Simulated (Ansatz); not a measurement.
**Phonons of YCuAg in the AlB2 type**

The plan: relax YCuAg in the AlB2 type, check its phonons, and, if the lattice is stable, compute its Eliashberg function and ρ(T).

Calculated with Ansatz 0.2.0; DFT LDA, scalar-relativistic, plane waves, PAW; PAW set soft_1.

Report form: the programs' logs are mostly left out.

The structure was built from a prototype and need not be the compound's stable phase.

## 1. Set-up

It takes space group P-6m2 (No. 187, hexagonal). The conventional cell has a = 4.084 Å, b = 4.084 Å, c = 4.288 Å, α = 90.00°, β = 90.00°, γ = 120.00°. Nearest to Y lie 6 Ag at 3.19 Å and 6 Cu at 3.19 Å. Nearest to Cu lie 3 Ag at 2.36 Å and 6 Y at 3.19 Å. Nearest to Ag lie 3 Cu at 2.36 Å and 6 Y at 3.19 Å. Farther neighbours are not listed.

## 2. Relaxation

Lattice constant and positions set the bands and the force constants, so the cell is relaxed first.

input.yaml reads:

```yaml
crystal:
  lattice:
    - [4.0841, 0.0, 0.0]
    - [-2.04205, 3.53693, 0.0]
    - [0.0, 0.0, 4.2883]
  atoms:
    - { symbol: "Y", position: [0.0, 0.0, 0.0] }
    - { symbol: Cu, position: [0.33333333, 0.66666667, 0.5] }
    - { symbol: Ag, position: [0.66666667, 0.33333333, 0.5] }
kpoints:
  mp_grid: { grid: [9, 9, 8] }
hamiltonian:
  xc: lda
  pseudopotentials: { kind: paw, azcp: { folder: soft_1 }, xc_functional: pbe }
scf:
  occupations: { method: gaussian, width: 0.1 }
output:
  forces: true
  stress: true
  eigenvalues: true
relax:
  adjacent_minimum: "off"
  f_tol: 0.005
  max_steps: 80
  cell: { stress_tol: 0.05 }
```

Run with:

```sh
$ ansatz run input.yaml --threads 4 --pin off --max-ram 12288MiB --backend cpu --events-out ev --progress --plain --runs-dir out
```

Wall time 24 s (4 threads of AMD EPYC 7B13 (Zen 3), shared host); peak memory 0.56 GiB; 88 s of CPU time.

The steps of the relaxation:

```csv
step,energy less that of the first step (eV),largest force component (eV/Å),pressure (GPa),volume (Å³)
1,0.0000,0.0000,-0.76,61.95
2,-0.2205,0.0000,-0.17,60.29
3,-0.4115,0.0000,-1.13,59.55
4,-0.5116,0.0000,1.35,57.12
5,-0.5865,0.0000,-0.87,57.09
6,-0.5879,0.0000,0.33,55.94
7,-0.5901,0.0000,0.09,56.25
8,-0.5902,0.0000,0.00,56.36
9*,-0.5911,0.0000,0.03,56.36
10,-0.5911,0.0000,-0.01,56.36
11*,-0.5911,0.0000,-0.01,56.36
```

Relaxation steps marked * repeat the geometry before them on a plane-wave basis chosen anew for their cell, so energy and pressure can jump there.

Forces are held to the 12 operations that the run works with; a distortion that breaks them can't arise in this run.

| cell as run | before | after | change |
| --- | --- | --- | --- |
| a (Å) | 4.084 | 4.372 | +7.1 % |
| b (Å) | 4.084 | 4.372 | +7.1 % |
| c (Å) | 4.288 | 3.404 | -20.6 % |
| volume (Å³/atom) | 20.65 | 18.79 | -9.0 % |

Final coordinates:

```xyz
3
Lattice="4.3722 0.0000 0.0000 -2.1861 3.7864 0.0000 0.0000 0.0000 3.4045" Properties=species:S:1:pos:R:3 pbc="T T T"
Y     0.0000    0.0000    0.0000
Cu    0.0000    2.5243    1.7022
Ag    2.1861    1.2621    1.7022
```

This step gave:

- pressure: -0.005977 GPa
- volume per atom: 18.79 Å³/atom
- metallic on mesh: yes
- gap on the k-mesh: 0 eV

The largest force is now zero by symmetry and the largest stress component 0.0074 GPa.

## 3. Relaxing cell and atoms

The cell moved far, so the relaxation is started again from the new cell to confirm it.

input.yaml, the sections that differ from step 2:

```yaml
crystal:
  lattice:
    - [4.3721825349, 0.0, 0.0]
    - [-2.1860912674, 3.7864211452, 0.0]
    - [0.0, 0.0, 3.4044594042]
  atoms:
    - { symbol: "Y", position: [0.0, 0.0, 0.0] }
    - { symbol: Cu, position: [0.3333333333, 0.6666666667, 0.5] }
    - { symbol: Ag, position: [0.6666666667, 0.3333333333, 0.5] }
# kpoints, hamiltonian, scf, output, relax: as in step 2
```

Run time: 5.3 s. Hardware: 4 threads; peak memory 0.53 GiB; 19 s of CPU time.

Little changed from the start: no atom moved by 0.005 Å and no cell edge by 0.1 %.

This step gave:

| Item | Value |
| --- | --- |
| pressure | -0.005976 GPa |

The largest force is now zero by symmetry and the largest stress component 0.0074 GPa.

## 4. Tight relaxation

No force is left; the cell is relaxed once more with another smearing and tight thresholds.

Edit input.yaml of step 3 so:

```diff
@@ -15,3 +15,3 @@
 scf:
-  occupations: { method: gaussian, width: 0.1 }
+  occupations: { method: methfessel_paxton, width: 0.2 }
 output:
@@ -22,4 +22,4 @@
   adjacent_minimum: "off"
-  f_tol: 0.005
-  max_steps: 80
-  cell: { stress_tol: 0.05 }
+  f_tol: 0.001
+  max_steps: 60
+  cell: { stress_tol: 0.01 }
```

Run time: 8.7 s. Hardware: 4 threads; peak memory 0.55 GiB.

Relaxation path:

| step | energy less that of the first step (eV) | largest force component (eV/Å) | pressure (GPa) | volume (Å³) |
| --- | --- | --- | --- | --- |
| 1 | 0.0000 | 0.0000 | -0.04 | 56.36 |
| 2 | 0.0000 | 0.0000 | 0.05 | 56.29 |
| 3 | 0.0000 | 0.0000 | 0.00 | 56.32 |
| 4 | 0.0000 | 0.0000 | 0.00 | 56.32 |

The log counts 1 steps on a newly chosen plane-wave basis, not all of them marked here; energy and pressure can jump at such steps.

```csv
"conventional cell, symmetrised",before,after,change
a (Å),4.372,4.373,+0.0 %
b (Å),4.372,4.373,+0.0 %
c (Å),3.404,3.401,-0.1 %
volume (Å³/atom),18.79,18.77,-0.1 %
```

Final coordinates:

```cif
data_structure
_symmetry_space_group_name_H-M 'P 1'
_symmetry_Int_Tables_number 1
_cell_length_a 4.3729
_cell_length_b 4.3729
_cell_length_c 3.4009
_cell_angle_alpha 90.000
_cell_angle_beta 90.000
_cell_angle_gamma 120.000
_cell_volume 56.32
loop_
_atom_site_label
_atom_site_type_symbol
_atom_site_fract_x
_atom_site_fract_y
_atom_site_fract_z
_atom_site_occupancy
Y1 Y 0.00000 0.00000 0.00000 1
Cu2 Cu 0.33333 0.66667 0.50000 1
Ag3 Ag 0.66667 0.33333 0.50000 1
```

This step gave:

```yaml
pressure: 0.004490 GPa
volume_per_atom: 18.77 Å³/atom
```

The largest force is now zero by symmetry and the largest stress component 0.0066 GPa, small enough for phonons.

## 5. Lattice stability: q 2×2×2, k 4×4×4

Before any scattering is computed, the phonons show whether the structure is a minimum.

input.yaml reads:

```yaml
crystal:
  lattice:
    - [4.3728523231, 0.0, 0.0]
    - [-2.1864261615, 3.7870011988, 0.0]
    - [0.0, 0.0, 3.4008969724]
  atoms:
    - { symbol: "Y", position: [0.0, 0.0, 0.0] }
    - { symbol: Cu, position: [0.3333333333, 0.6666666667, 0.5] }
    - { symbol: Ag, position: [0.6666666667, 0.3333333333, 0.5] }
kpoints:
  mp_grid: { grid: [4, 4, 4] }
hamiltonian:
  xc: lda
  pseudopotentials: { kind: paw, azcp: { folder: soft_1 }, xc_functional: pbe }
scf:
  occupations: { method: methfessel_paxton, width: 0.2 }
output:
  eigenvalues: true
phonons:
  method: dfpt
  qmesh: [2, 2, 2]
  temperatures: { t_max: 1000, t_step: 50 }
  qpath:
    path:
      - [[0.0, 0.0, 0.0], [0.5, 0.0, 0.0], [0.33333333, 0.33333333, 0.0], [0.0, 0.0, 0.0], [0.0, 0.0, 0.5], [0.5, 0.0, 0.5], [0.33333333, 0.33333333, 0.5], [0.0, 0.0, 0.5]]
      - [[0.5, 0.0, 0.5], [0.5, 0.0, 0.0]]
      - [[0.33333333, 0.33333333, 0.5], [0.33333333, 0.33333333, 0.0]]
    npoints: 10
```

The job ended after 28 s (4 threads; peak memory 0.61 GiB; 1.7 min of CPU time).

Numbers from this step:

```
share of imaginary modes in the plain interpolation between solved wavevectors : 0.0189
highest frequency, solved or plainly interpolated                              : 225.1 cm⁻¹
```

Solved on the 2×2×2 mesh alone; all other wavevectors are interpolated. The phonon branches at the labelled points (cm⁻¹):

```csv
point,branch 1,branch 2,branch 3,branch 4,branch 5,branch 6,branch 7,branch 8,branch 9
Γ,0,0,0,107,150,150,153,206,206
halfway,44,50,96,101,134,137,144,205,212
M,74,75,92,116,119,131,151,196,216
halfway,79,82,92,108,121,126,159,192,218
K,86,89,94,101,118,120,169,185,219
halfway,51,57,100,106,130,136,141,203,214
Γ,0,0,0,107,150,150,153,206,206
halfway,46,46,68,91,132,132,164,208,208
A,69,88,92,92,92,92,180,209,209
halfway,30,69,93,103,110,123,182,204,212
L,-47,68,94,112,134,135,172,205,214
halfway,-39,54,92,117,136,142,174,193,222
H,-18,30,90,121,136,151,177,181,225
halfway,23,62,92,107,116,126,184,199,215
A,69,88,92,92,92,92,180,209,209
jump to L,-47,68,94,112,134,135,172,205,214
halfway,50,77,84,115,127,141,159,197,215
M,74,75,92,116,119,131,151,196,216
jump to H,-18,30,90,121,136,151,177,181,225
halfway,56,66,87,112,131,153,161,183,220
K,86,89,94,101,118,120,169,185,219
```

Lowest modes at the softest wavevector of the mesh. The modes at q = (0.000, 0.500, 0.500) (shares of kinetic energy by element, %) (negative means imaginary):

```
mode  frequency (cm⁻¹)  Y %  Cu %  Ag %
   1             -47.1   35    28    37
   2              67.5    2    65    33
   3              94.4    0    36    64
   4             112.5  100     0     0
   5             133.7   10    11    79
   6             135.3   63     7    31
```

Displacements in mode 1 (-47.1 cm⁻¹), the largest set to 1, in the home cell:
```
Y1   0.00 -0.95  0.00
Cu2  0.00  0.00 -1.00
Ag3  0.00  0.00 -0.88
```

Displacements in mode 5 (133.7 cm⁻¹), the largest set to 1, in the home cell:
```
Y1   0.00  0.00 -0.38
Cu2  0.00  0.50  0.00
Ag3  0.00 -1.00  0.00
```

Among the solved wavevectors the lowest mode, translations apart, is -47.1 cm⁻¹, imaginary.

## 6. Phonons: q 3×3×2, k 6×6×6

An imaginary mode on so few k-points may come from the sampling, so the phonons are repeated with another q and k mesh.

Edit input.yaml of step 5 so:

```diff
@@ -10,3 +10,3 @@
 kpoints:
-  mp_grid: { grid: [4, 4, 4] }
+  mp_grid: { grid: [6, 6, 6] }
 hamiltonian:
@@ -20,3 +20,3 @@
   method: dfpt
-  qmesh: [2, 2, 2]
+  qmesh: [3, 3, 2]
   temperatures: { t_max: 1000, t_step: 50 }
```

Wall time 1.8 min (4 threads); peak memory 0.76 GiB; 6.7 min of CPU time.

This step gave:

| Property | Result |
| --- | --- |
| share of imaginary modes in the plain interpolation between solved wavevectors | 0.0279 |
| highest frequency, solved or plainly interpolated | 223.3 cm⁻¹ |

Solved on the 3×3×2 mesh alone; all other wavevectors are interpolated. The phonon branches at the labelled points (cm⁻¹):

```
    point  branch 1  branch 2  branch 3  branch 4  branch 5  branch 6  branch 7  branch 8  branch 9
        Γ         0         0         0       100       135       135       142       201       201
  halfway        36        39        91        98       128       129       134       198       207
        M        69        78        90       104       106       124       142       189       213
  halfway        66        83        91        96       101       124       151       185       215
        K        65        87        88        93        96       122       163       177       218
  halfway        39        48        97       101       121       130       133       196       209
        Γ         0         0         0       100       135       135       142       201       201
  halfway        51        51        60        83       124       124       159       200       200
        A        55        77        88        88       100       100       181       200       200
  halfway        -3        59        89       102       111       132       181       200       205
        L       -49        58        87       109       131       136       167       205       210
  halfway       -46        46        84       106       130       139       170       191       219
        H       -35       -13        81       103       124       149       175       176       223
  halfway       -23        57        88       108       111       133       182       195       210
        A        55        77        88        88       100       100       181       200       200
jump to L       -49        58        87       109       131       136       167       205       210
  halfway        40        74        78       108       122       135       154       194       212
        M        69        78        90       104       106       124       142       189       213
jump to H       -35       -13        81       103       124       149       175       176       223
  halfway        45        55        83        91       116       154       157       177       219
        K        65        87        88        93        96       122       163       177       218
```

Lowest modes at the softest wavevector of the mesh. The modes at q = (0.333, -0.333, 0.500) (shares of kinetic energy by element, %) (negative means imaginary):

| mode | frequency (cm⁻¹) | Y % | Cu % | Ag % |
| --- | --- | --- | --- | --- |
| 1 | -35.2 | 27 | 39 | 34 |
| 2 | 58.4 | 3 | 55 | 41 |
| 3 | 88.2 | 0 | 37 | 63 |
| 4 | 111.9 | 100 | 0 | 0 |
| 5 | 113.1 | 11 | 25 | 64 |
| 6 | 135.5 | 70 | 6 | 25 |

Displacements in mode 1 (-35.2 cm⁻¹), the largest set to 1, in the home cell (x, y, z of the real part, then of the imaginary part):
```
Y1  -0.60  0.35  0.00  0.14 -0.08  0.00
Cu2  0.00  0.00  0.91  0.00  0.00  0.41
Ag3  0.00  0.00 -0.50  0.00  0.00  0.51
```

Displacements in mode 5 (113.1 cm⁻¹), the largest set to 1, in the home cell (x, y, z of the real part, then of the imaginary part):
```
Y1   0.00  0.00 -0.25  0.00  0.00 -0.47
Cu2 -0.74  0.42  0.00  0.33 -0.19  0.00
Ag3 -0.99  0.57  0.00 -0.15  0.09  0.00
```

The modes has structure finer than the step of the table below, so its rows give means over 10 cm⁻¹, whole bins alone (the curve runs from -57.8 to 240 cm⁻¹). Peaks (cm⁻¹: height): Ag 65.7: 0.0237, 82.6: 0.0368, 106.9: 0.0211, 127.5: 0.0243, 198.7: 0.0249, 211.8: 0.0266; Cu 60.1: 0.0195, 82.6: 0.0318, 127.5: 0.0125, 198.7: 0.0451, 211.8: 0.0423; Y 65.7: 0.0139, 108.8: 0.0510, 127.5: 0.0560, 172.4: 0.0170.

Phonopy on the run's constants, 15x15x17 mesh, Gaussian sigma 2.1 cm⁻¹. The modes by wavenumber; means over each step; values in 1/cm⁻¹/cell:

```csv
wavenumber (cm⁻¹),Ag,Cu,Y
-50,7.9e-4,7.0e-4,6.3e-4
-40,0.00350,0.00290,0.00276
-30,0.00262,0.00216,0.00201
-20,0.00219,0.00182,0.00167
-10,3.9e-4,4.5e-4,3.1e-4
0,2.1e-4,1.5e-4,1.5e-4
10,8.8e-4,7.8e-4,7.0e-4
20,0.00440,0.00339,0.00329
30,0.00686,0.00536,0.00505
40,0.0104,0.00802,0.00723
50,0.0111,0.00998,0.00729
60,0.0208,0.0174,0.0115
70,0.0206,0.0141,0.00977
80,0.0275,0.0237,0.00537
90,0.0222,0.0257,0.00447
100,0.0165,0.0127,0.0185
110,0.0169,0.00779,0.0429
120,0.0168,0.00795,0.0406
130,0.0219,0.0107,0.0515
140,0.0138,0.00558,0.0194
150,0.00891,0.00390,0.0120
160,0.00414,0.00340,0.0125
170,0.00176,0.00640,0.0154
180,0.00298,0.0120,0.0125
190,0.0108,0.0275,0.00381
200,0.0206,0.0370,0.00375
210,0.0221,0.0355,0.00277
220,0.00827,0.0129,0.00206
230,6.0e-5,8.2e-5,3.7e-5
```

No LO-TO term; unit eigenvectors of the mass-weighted matrix. The modes at Γ (shares of kinetic energy by element, %):

```csv
mode,frequency (cm⁻¹),symmetry,Y %,Cu %,Ag %
1,0.0,unnamed,34,24,41
2,0.0,unnamed,34,24,41
3,0.0,unnamed,34,24,41
4,100.3,A2'',0,61,39
5,135.3,E',66,15,19
6,135.3,E',66,15,19
7,142.2,A2'',66,15,19
8,201.3,E',0,61,39
9,201.3,E',0,61,39
```

Displacements in mode 4 (100.3 cm⁻¹), the largest set to 1:
```
Y1   0.00  0.00  0.04
Cu2  0.00  0.00  1.00
Ag3  0.00  0.00 -0.62
```

Displacements in mode 6 (135.3 cm⁻¹), the largest set to 1:
```
Y1   0.00  1.00  0.00
Cu2  0.00 -0.56  0.00
Ag3  0.00 -0.49  0.00
```

Among the solved wavevectors the lowest mode, translations apart, is -35.2 cm⁻¹, imaginary.

## 7. Summary of results

```yaml
phonon_run_of_the_rows_without_a_label_of_their_own: LDA, q 3×3×2, k 6×6×6
softest_mode_on_the_q_mesh: -35.2 cm⁻¹ at q = (0.333, -0.333, 0.5)
highest_frequency_solved_or_plainly_interpolated: 223 cm⁻¹
```

In words: The lattice is dynamically unstable at this level: a mode at q = (0.333, -0.333, 0.5) is imaginary, 35.2i cm⁻¹, so no harmonic coupling constant or resistivity is defined for this structure. These meshes are coarse, and single modes of a metal can move by tens of cm⁻¹ with the k mesh. The coarser mesh found an imaginary mode at another wavevector, which this mesh lacks. The phonon runs are not spin-polarised. The PAW files were made for PBE; under other functionals the run regenerates their frozen core. The structure was built by hand as an ordered model, and its stability against other phases was not tested.

[Logs are printed without paths, hosts, clocks, repeated set-up lines and the standing remarks that a program may print on its own settings, such as how far it seeks lower states.]

[Hosts, paths, dates, database ids (printed as entryN), source tags and the programs' standing remarks are cut or masked in the printed files.]
